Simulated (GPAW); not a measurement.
# A B chain with an Ag atom on top of one atom: transmission at several levels, part 2 of 2

Wanted: the zero-bias transmission of a B chain with an Ag atom on top of one atom on a ladder of levels, with run times.

GPAW 26.7.0; GPAW LCAO, PAW setups; Landauer transmission from Green's functions with principal layers (ASE), zero bias.

So far, transmission at the Fermi level (one spin): step 2 (double-zeta polarised basis, PBE, GPAW) 1.91; step 3 (basis szp(dzp), PBE, GPAW) 1.92; step 4 (basis sz(dzp), PBE, GPAW) 1.92; step 5 (LDA) 1.91.

## Step 7: Comparison

The curves are compared point by point over the common energies.

This step: comparison of transmission and cost over codes and levels (GPAW 26.7.0).

Ladder, by row:

| step | code | T at the Fermi level (sum over the listed spins) | conductance (G0) | r.m.s. T(E) from the first | wall time (s) | peak memory (GiB) | threads |
| --- | --- | --- | --- | --- | --- | --- | --- |
| dzp | GPAW | 1.908 | 1.907 | 0 | 39.11 | 0.7 | 1 |
| szp | GPAW | 1.923 | 1.922 | 0.2974 | 28.81 | 0.68 | 1 |
| sz | GPAW | 1.921 | 1.92 | 0.2716 | 17.66 | 0.63 | 1 |
| dzp-LDA | GPAW | 1.907 | 1.906 | 0.009999 | 33.16 | 0.69 | 1 |

The transmission, zone mean, sum over the listed spins by energy, zero at the Fermi level:

```
energy (eV)      dzp      szp       sz  dzp-LDA
      -2.00  1.2e-12        0        0  3.5e-12
      -1.85  1.9e-13        0        0  3.3e-13
      -1.70  3.4e-13        0        0  3.8e-10
      -1.50  2.4e-13  3.1e-13  2.4e-12  2.0e-13
      -1.35  6.3e-13  8.8e-14  1.8e-13  5.3e-13
      -1.20  8.2e-12  4.5e-13  8.7e-13  6.8e-12
      -1.05   2.4e-9  9.2e-12  2.1e-11   1.6e-9
      -0.90    0.840   9.2e-9   9.5e-8    0.802
      -0.70     1.59     1.64     1.65     1.58
      -0.55     1.73     1.72     1.72     1.72
      -0.40     1.82     1.81     1.81     1.81
      -0.25     1.87     1.88     1.88     1.86
      -0.10     1.90     1.91     1.91     1.90
       0.00     1.91     1.92     1.92     1.91
       0.10     1.92     1.93     1.93     1.91
       0.25     1.92     1.93     1.93     1.92
       0.40     1.92     1.94     1.93     1.92
       0.50     1.92     1.94     1.93     1.92
       0.55     1.92     1.94     1.93     1.92
       0.70     1.92     1.94     1.93     1.92
       0.90     1.92     1.94     1.94     1.91
       1.05     1.91     1.95     1.94     1.90
       1.20     1.89     1.95     1.94     1.88
       1.35     1.86     1.94     1.94     1.85
       1.50     1.79     1.94     1.94     1.77
       1.70     1.48     1.92     1.93     1.45
       1.85     1.01     1.88     1.91     1.01
       2.00     1.39     1.79     1.86     1.36
```

## Step 8: SCF mesh 1×1×1, grid spacing 0.3, temperature 1000

The SCF mesh sets the Fermi level of the repeated cell. The real-space grid carries density and potential; a coarse one breaks translation symmetry along the lead and scatters electrons that should pass. Temperature enters only through the Fermi window.

This step: GPAW LCAO, PAW setups; Landauer transmission from Green's functions with principal layers (ASE), zero bias (GPAW 26.7.0).

Input file run.py:

```python
import json
import numpy as np
from ase import Atoms
from ase.transport.calculators import TransportCalculator
from gpaw import GPAW, FermiDirac
from gpaw.lcao.tools import get_lcao_hamiltonian
from scipy.linalg import eigh

# The junction with lead layers at both ends, along the third cell vector
device = Atoms(
    ['B', 'B', 'B', 'B', 'B', 'B', 'B', 'Ag', 'B', 'B', 'B', 'B', 'B', 'B'],
    positions=[
        [4.50000, 4.50000, 0.77500],
        [4.50000, 4.50000, 2.32500],
        [4.50000, 4.50000, 3.87500],
        [4.50000, 4.50000, 5.42500],
        [4.50000, 4.50000, 6.97500],
        [4.50000, 4.50000, 8.52500],
        [4.50000, 4.50000, 10.07500],
        [6.49510, 4.50000, 10.07500],
        [4.50000, 4.50000, 11.62500],
        [4.50000, 4.50000, 13.17500],
        [4.50000, 4.50000, 14.72500],
        [4.50000, 4.50000, 16.27500],
        [4.50000, 4.50000, 17.82500],
        [4.50000, 4.50000, 19.37500]],
    cell=[[9.0, 0.0, 0.0], [0.0, 9.0, 0.0], [0.0, 0.0, 20.15]],
    pbc=True)

# One principal layer of the lead: the first 4 atoms of the device
lead = Atoms(
    ['B', 'B', 'B', 'B'],
    positions=[
        [4.50000, 4.50000, 0.77500],
        [4.50000, 4.50000, 2.32500],
        [4.50000, 4.50000, 3.87500],
        [4.50000, 4.50000, 5.42500]],
    cell=[[9.0, 0.0, 0.0], [0.0, 9.0, 0.0], [0.0, 0.0, 6.2]],
    pbc=True)

settings = dict(mode='lcao', basis='dzp', xc='PBE', h=0.3,
                occupations=FermiDirac(0.1), maxiter=250,
                mixer=dict(beta=0.1, nmaxold=8, weight=100.0),
                convergence=dict(density=0.0001))
energies = np.arange(-2, 2 + 1e-9, 0.05)
eta = 0.0001
n1, n2 = 1, 1
# k and -k transmit alike, so half of the mesh across the current serves
mesh = [(i, j) for i in range(n1) for j in range(n2) if (i, j) <= (-i % n1, -j % n2)]
weights = np.array([1 if (i, j) == (-i % n1, -j % n2) else 2 for i, j in mesh]) / (n1 * n2)

# [... helper functions left out ...]
fermi_lead = ground_state(lead, (1, 1, 18), 'lead.txt')
fermi_device = ground_state(device, (1, 1, 1), 'device.txt')
# [... loop over the mesh left out, but for ...]
        # Shift the lead onto the potential of the device's first layer
        shift = ((H[:, 0, 0] - H0[:, 0, 0]) / S0[0, 0]).real.mean()
# [...]
kT = 8.617333e-5 * 1000
bias = [0.1, 0.2, 0.5, 1.0, 1.5, 2.0]
# [... integrals and printing left out ...]
```

Command:

```bash
OMP_NUM_THREADS=1 OPENBLAS_NUM_THREADS=1 python run.py
```

What it wrote:

```text
basis functions: device 196, principal layer 52
Fermi level: lead -4.9015 eV, device -4.2767 eV; lead shifted by -0.1777 eV
largest coupling past the next layer 1.02e-04 eV, largest misfit of the first layer 0.050 eV
  E-E_F (eV)   T (one spin)  [channel counts left out]
    -2.000    1.7795e-13
    -1.950    1.3010e-13
    -1.900    1.5453e-13
    -1.850    1.1914e-11
    -1.800    3.3608e-13
    -1.750    2.2773e-13
    -1.700    2.1745e-13
    -1.650    2.4446e-13
    -1.600    3.1768e-13
    -1.550    4.8477e-13
    -1.500    8.8746e-13
    -1.450    1.9899e-12
    -1.400    5.6270e-12
    -1.350    2.1259e-11
    -1.300    1.2106e-10
    -1.250    1.3983e-09
[...]
1.650    1.0696e+00
     1.700    9.9905e-01
     1.750    1.0924e+00
     1.800    1.2784e+00
     1.850    1.4583e+00
     1.900    1.5951e+00
     1.950    1.6913e+00
     2.000    1.7581e+00
conductance at 1000 K: 1.9307 G0 a cell; thermopower -0.831 uV/K
current from the zero-bias T(E) at 0.1 V: 14.958 uA
current from the zero-bias T(E) at 0.2 V: 29.91 uA
current from the zero-bias T(E) at 0.5 V: 74.655 uA
current from the zero-bias T(E) at 1.0 V: 148.32 uA
current from the zero-bias T(E) at 1.5 V: 219.43 uA
current from the zero-bias T(E) at 2.0 V: 283.73 uA
```

Elapsed: 14 s, on 1 thread of Arm Neoverse V1, shared host; peak memory 0.32 GiB.

The run finished with changed settings (scf_mesh = [1, 1, 1], h = 0.3 and temperature = 1000); it serves as a test.

The two runs compared:

| quantity | this run | sound run | difference |
| --- | --- | --- | --- |
| conductance (G₀) | 1.9307 | 1.9075 | 0.0232 |
| largest coupling past the next principal layer (eV) | 1.018e-4 | 9.547e-5 | 6.3e-6 |
| largest misfit of the first principal layer (eV) | 0.050034 | 0.027786 | 0.0222 |
| shift that aligns the lead (eV) | -0.17770 | -0.0030406 | -0.175 |
| transmission at the Fermi level (one spin) | 1.9346 | 1.9080 | 0.0266 |

One result that differs is the shift that aligns the lead, -0.178 eV against -0.00304 eV.

## Step 9: Potential alignment off

Without the shift, lead and junction are matched by their Fermi levels alone.

run.py, as its differences from that of step 8:

```diff
@@ -40,3 +40,3 @@
 
-settings = dict(mode='lcao', basis='dzp', xc='PBE', h=0.3,
+settings = dict(mode='lcao', basis='dzp', xc='PBE', h=0.2,
                 occupations=FermiDirac(0.1), maxiter=250,
@@ -53,8 +53,8 @@
 fermi_lead = ground_state(lead, (1, 1, 18), 'lead.txt')
-fermi_device = ground_state(device, (1, 1, 1), 'device.txt')
+fermi_device = ground_state(device, (1, 1, 4), 'device.txt')
 # [... loop over the mesh left out, but for ...]
-        # Shift the lead onto the potential of the device's first layer
-        shift = ((H[:, 0, 0] - H0[:, 0, 0]) / S0[0, 0]).real.mean()
+        # Lead and device are aligned by their Fermi levels alone
+        shift = 0.0
 # [...]
-kT = 8.617333e-5 * 1000
+kT = 8.617333e-5 * 300
 bias = [0.1, 0.2, 0.5, 1.0, 1.5, 2.0]
```

What it wrote:

```text
basis functions: device 196, principal layer 52
Fermi level: lead -4.8868 eV, device -4.4502 eV; lead shifted by 0.0000 eV
largest coupling past the next layer 9.55e-05 eV, largest misfit of the first layer 0.031 eV
  E-E_F (eV)   T (one spin)  [channel counts left out]
    -2.000    1.2297e-12
    -1.950    5.7896e-13
    -1.900    3.1248e-13
    -1.850    1.9480e-13
    -1.800    1.3908e-13
    -1.750    1.1677e-13
    -1.700    3.3162e-13
    -1.650    9.5784e-13
    -1.600    2.8992e-13
    -1.550    2.3477e-13
    -1.500    2.4014e-13
    -1.450    2.8434e-13
    -1.400    3.8894e-13
    -1.350    6.2456e-13
    -1.300    1.1960e-12
    -1.250    2.7737e-12
[...]
1.650    1.5983e+00
     1.700    1.4756e+00
     1.750    1.3117e+00
     1.800    1.1285e+00
     1.850    1.0068e+00
     1.900    1.0387e+00
     1.950    1.2004e+00
     2.000    1.3881e+00
conductance at 300 K: 1.9084 G0 a cell; thermopower -0.3618 uV/K
current from the zero-bias T(E) at 0.1 V: 14.785 uA
current from the zero-bias T(E) at 0.2 V: 29.561 uA
current from the zero-bias T(E) at 0.5 V: 73.748 uA
current from the zero-bias T(E) at 1.0 V: 146.25 uA
current from the zero-bias T(E) at 1.5 V: 215.56 uA
current from the zero-bias T(E) at 2.0 V: 268 uA
```

Wall time 40 s (1 thread); peak memory 0.7 GiB.

This step gave:

```
conductance                                    : 1.908 G₀
largest coupling past the next principal layer : 9.55e-5 eV
largest misfit of the first principal layer    : 0.03083 eV
shift that aligns the lead                     : 0 eV
transmission at the Fermi level (one spin)     : 1.909
```

One spin. Table of transmission, zone mean by energy, zero at the Fermi level:

```csv
energy (eV),"transmission, zone mean"
-2.000,1.2e-12
-1.800,0
-1.600,0
-1.400,0
-1.200,8.0e-12
-1.000,3.6e-7
-0.800,1.43
-0.600,1.69
-0.400,1.81
-0.200,1.88
0.000,1.91
0.200,1.92
0.400,1.92
0.450,1.92
0.600,1.92
0.800,1.92
1.000,1.91
1.200,1.89
1.400,1.84
1.600,1.68
1.800,1.13
2.000,1.39
```

Not self-consistent under bias; the bias window is split evenly. Current through one cell, from the zero-bias transmission against bias:

```
bias (V)  current through one cell, from the zero-bias transmission (μA)
   0.100                                                            14.8
   0.200                                                            29.6
   0.500                                                            73.7
   1.000                                                             146
   1.500                                                             216
   2.000                                                             268
```

Table of transmission of the three most open eigenchannels by energy, zero at the Fermi level:

```csv
energy (eV),channel 1,channel 2,channel 3
-1.000,3.6e-7,1.8e-9,0
-0.800,0.932,0.498,0
-0.600,0.987,0.703,0
-0.400,0.997,0.817,0
-0.200,0.999,0.881,0
0.000,0.998,0.911,0
0.200,0.998,0.923,0
0.400,0.998,0.926,0
0.600,0.999,0.925,0
0.800,0.999,0.921,0
1.000,0.999,0.913,0
1.200,0.999,0.894,0
1.400,0.998,0.845,0
1.600,0.998,0.687,0
1.800,0.998,0.130,0
2.000,0.998,0.390,0
```

The conductance equals that of the dzp run to 0.2 %.

## Step 10: What came out

| Property | Result |
| --- | --- |
| conductance | 1.91 G₀ |
| transmission at the Fermi level, mean of the spins | 1.91 |
| thermopower | about 0 (under 1.5 μV/K) |

**Reading.** In the dzp basis the junction conducts 1.91 G₀ at 300 K, with T = 1.91 a spin at the Fermi level; the sz basis reaches that conductance within 10 %. At the Fermi level two eigenchannels carry the current (1.00 and 0.91). Measured against the first run (dzp), the nearest curve is that of dzp-LDA (r.m.s. 0.0100) and the farthest that of szp (0.30). Over the compared runs wall time goes from 18 s (sz) to 39 s (dzp), on a shared host. The geometry was built from estimated bond lengths and not relaxed, so the numbers describe this model structure. An evenly spaced straight chain is an idealisation: free chains tend to dimerise, zigzag or, where a band edge lies near the Fermi level, turn magnetic. The currents use the zero-bias T(E) throughout, which holds only while the bias is small against the distance to the nearest feature. The energy step is wider than the thermal energy, so the conductance and thermopower rest on interpolation of T(E).

[Logs are printed without paths, hosts, clocks, repeated set-up lines and the standing remarks that a program may print on its own settings, such as how far it seeks lower states.]

[Hosts, paths, dates, database ids (printed as entryN), source tags and the programs' standing remarks are cut or masked in the printed files.]
